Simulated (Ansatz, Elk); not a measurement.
# Bonding as seen by X-rays: Sr2PH, part 2 of 2

The structure of Sr2PH used here is made up (a known structure type with other elements) and was relaxed beforehand with PBE. The aim is the Fourier transform of its all-electron density, F(hkl), set beside the sum over free spherical atoms that refinements use.

Elk 11.2.3 (patched build); all-electron DFT.

So far: Starting point; Ground state and structure factors; The highest occupied states alone.

The structure was built from a prototype and need not be the compound's stable phase.

## 4. Another functional

Level of this step: DFT, LDA (Perdew-Wang), all-electron APW+lo, Dirac cores, scalar-relativistic bands, static density, no spin (Elk).

The difference from free atoms is small, so it is set against the change that LDA (Perdew-Wang) makes.

File elk.in:

```
tasks
  0
  195

xctype
  3

spinpol
  .false.

rgkmax
  7.0

gmaxvr
  14.0

lmaxo
  7

lmaxapw
  8

swidth
  0.002

tshift
  .false.

ramdisk
  .false.

hmaxvr
  5.5

maxscl
  120

epspot
  1e-06

sppath
  './'

avec
  4.14143492439 2.39105856812 12.17920289998
  -4.14143492439 2.39105856812 12.17920289998
  -0.00000000000 -4.78211713717 12.17920289980

atoms
  3
  'Sr.in'
  2
  0.2475158223 0.2475158223 0.2475158223   0.000000 0.000000 0.000000
  0.7524841777 0.7524841777 0.7524841777   0.000000 0.000000 0.000000
  'P.in'
  1
  0.5000000000 0.5000000000 0.5000000000   0.000000 0.000000 0.000000
  'H.in'
  1
  0.0000000000 0.0000000000 0.0000000000   0.000000 0.000000 0.000000

ngridk
  6 6 6
```

The run is started by

```
$ OMP_NUM_THREADS=4 elk
```

Numbers of over 12 decimals in the logs are rounded to 6 here.

Output:

```text
┌─────────────────────────┐
│ Elk code version 11.2.3 │
└─────────────────────────┘

All units are atomic (Hartree, Bohr, etc.)

┌─────────────────────────────────────────────────┐
│ Ground-state run starting from atomic densities │
└─────────────────────────────────────────────────┘

Lattice vectors :
   4.141434924       2.391058568       12.17920290
  -4.141434924       2.391058568       12.17920290
  -0.000000000      -4.782117137       12.17920290

Reciprocal lattice vectors :
  0.7585758827      0.4379639901      0.1719648749
[...]
atom 2                    :    36.00344553     (  0.2377676077E-04)
  species : 2 (P)
   atom 1                    :    13.34753269     (  0.3114620969E-03)
  species : 3 (H)
   atom 1                    :   0.6580568929     (   0.000000000    )
 total in muffin-tins        :    86.01248065
 total calculated charge     :    91.99938039
 total charge                :    92.00000000
 error                       :   0.6196136843E-03

┌──────────────────────────────┐
│ Self-consistent loop stopped │
└──────────────────────────────┘

Warning : core states of species 2 leak from the muffin-tin :   0.3114620969E-03

Wrote STATE.OUT
[key lines of the parts left out:]
total energy                :     -6694.0687256934
```

Elapsed: 19 s, on 4 threads of Arm Neoverse V2, shared host; peak memory 0.17 GiB; 50 s of CPU time.

Against the first run R = 0.07 %; the largest change is -0.054 at 104.

## 5. Basis size

A smaller basis shows how fast F responds to it; the change is likely larger than the basis error of the first run, but doesn't show convergence.

Changes to elk.in since step 4:

```diff
@@ -5,3 +5,3 @@
 xctype
-  3
+  20
 
@@ -11,3 +11,3 @@
 rgkmax
-  7.0
+  5.5
```

The run is started by

```
$ OMP_NUM_THREADS=4 elk
```

Output:

```text
┌─────────────────────────┐
│ Elk code version 11.2.3 │
└─────────────────────────┘

All units are atomic (Hartree, Bohr, etc.)

┌─────────────────────────────────────────────────┐
│ Ground-state run starting from atomic densities │
└─────────────────────────────────────────────────┘

Lattice vectors :
   4.141434924       2.391058568       12.17920290
  -4.141434924       2.391058568       12.17920290
  -0.000000000      -4.782117137       12.17920290

Reciprocal lattice vectors :
  0.7585758827      0.4379639901      0.1719648749
[...]
atom 2                    :    35.99191634     (  0.2849518228E-04)
  species : 2 (P)
   atom 1                    :    13.34820164     (  0.3125664303E-03)
  species : 3 (H)
   atom 1                    :   0.6838784159     (   0.000000000    )
 total in muffin-tins        :    86.01591273
 total calculated charge     :    91.99936737
 total charge                :    92.00000000
 error                       :   0.6326253075E-03

┌──────────────────────────────┐
│ Self-consistent loop stopped │
└──────────────────────────────┘

Warning : core states of species 2 leak from the muffin-tin :   0.3125664303E-03

Wrote STATE.OUT
[key lines of the parts left out:]
total energy                :     -6702.4827358367
```

The job ended after 25 s (4 threads; peak memory 0.19 GiB; 55 s of CPU time).

Against the first run R = 0.02 %; the largest change is -0.015 at 024.

## 6. Basis size

The basis and the expansions that go with it are enlarged, to see whether the differences are converged.

Changes to elk.in since step 5:

```diff
@@ -11,12 +11,12 @@
 rgkmax
-  5.5
+  8.5
 
 gmaxvr
-  14.0
+  18.0
 
 lmaxo
-  7
+  9
 
 lmaxapw
-  8
+  10
```

The run is started by

```
$ OMP_NUM_THREADS=4 elk
```

Output:

```text
┌─────────────────────────┐
│ Elk code version 11.2.3 │
└─────────────────────────┘

All units are atomic (Hartree, Bohr, etc.)

┌─────────────────────────────────────────────────┐
│ Ground-state run starting from atomic densities │
└─────────────────────────────────────────────────┘

Lattice vectors :
   4.141434924       2.391058568       12.17920290
  -4.141434924       2.391058568       12.17920290
  -0.000000000      -4.782117137       12.17920290

Reciprocal lattice vectors :
  0.7585758827      0.4379639901      0.1719648749
[...]
atom 2                    :    35.99780555     (  0.2850951605E-04)
  species : 2 (P)
   atom 1                    :    13.36254981     (  0.3133942494E-03)
  species : 3 (H)
   atom 1                    :   0.6917530574     (   0.000000000    )
 total in muffin-tins        :    86.04991397
 total calculated charge     :    91.99961219
 total charge                :    92.00000000
 error                       :   0.3878088187E-03

┌──────────────────────────────┐
│ Self-consistent loop stopped │
└──────────────────────────────┘

Warning : core states of species 2 leak from the muffin-tin :   0.3133942494E-03

Wrote STATE.OUT
[key lines of the parts left out:]
total energy                :     -6702.5018845244
```

Wall time 96 s (4 threads); peak memory 0.45 GiB; 4.4 min of CPU time.

Against the first run R = 0.00 %; the largest change is -0.003 at 104.

## 7. Settings against the effect

```
                              run  R against the first run (%)  R against neutral atoms, low angle (%)  wall time
                    PBE, rgkmax 7                         0.00                                    0.47       33 s
                LDA (Perdew-Wang)                         0.07                                    0.42       19 s
                       rgkmax 5.5                         0.02                                    0.47       25 s
rgkmax 8.5 with larger expansions                         0.00                                    0.47       96 s
```

## 8. What came out

```yaml
r_against_neutral_atoms_sin_theta_lambda_0p3_a_minus1: 0.47 %
r_against_neutral_atoms_0p3_to_0p71_a_minus1: 0.18 %
```

In words: Independent neutral atoms miss the calculated amplitudes by R = 0.47 % below 0.3 Å⁻¹ and 0.18 % from there to 0.71 Å⁻¹; by shells, 0.90 % below 0.15 Å⁻¹ (3 forms), 0.41 % 0.15 to 0.3 (14 forms), 0.15 % 0.3 to 0.45 (27 forms), 0.19 % above 0.45 (105 forms). Bonding, aspherical density and the tables' own atoms all enter these figures, and the runs don't part them. The largest change of an amplitude is +0.57 electrons, at 104. The window's part falls from 10.0 electrons at the origin to at most 0.21 between 0.45 and 0.71 Å⁻¹. Below 0.3 Å⁻¹ the changes that finished (LDA (Perdew-Wang), rgkmax 5.5 and rgkmax 8.5 with larger expansions) move F by R = 0.08 % at most, against the 0.47 % that separates it from free atoms. The k-mesh has no finished test. Part of the difference isn't bonding: the tables are fits to free atoms and ions calculated by other methods than this functional. Thermal motion, anomalous dispersion and extinction are left out.

[Logs are printed without paths, hosts, clocks, repeated set-up lines and the standing remarks that a program may print on its own settings, such as how far it seeks lower states.]

[Hosts, paths, dates, database ids (printed as entryN), source tags and the programs' standing remarks are cut or masked in the printed files.]
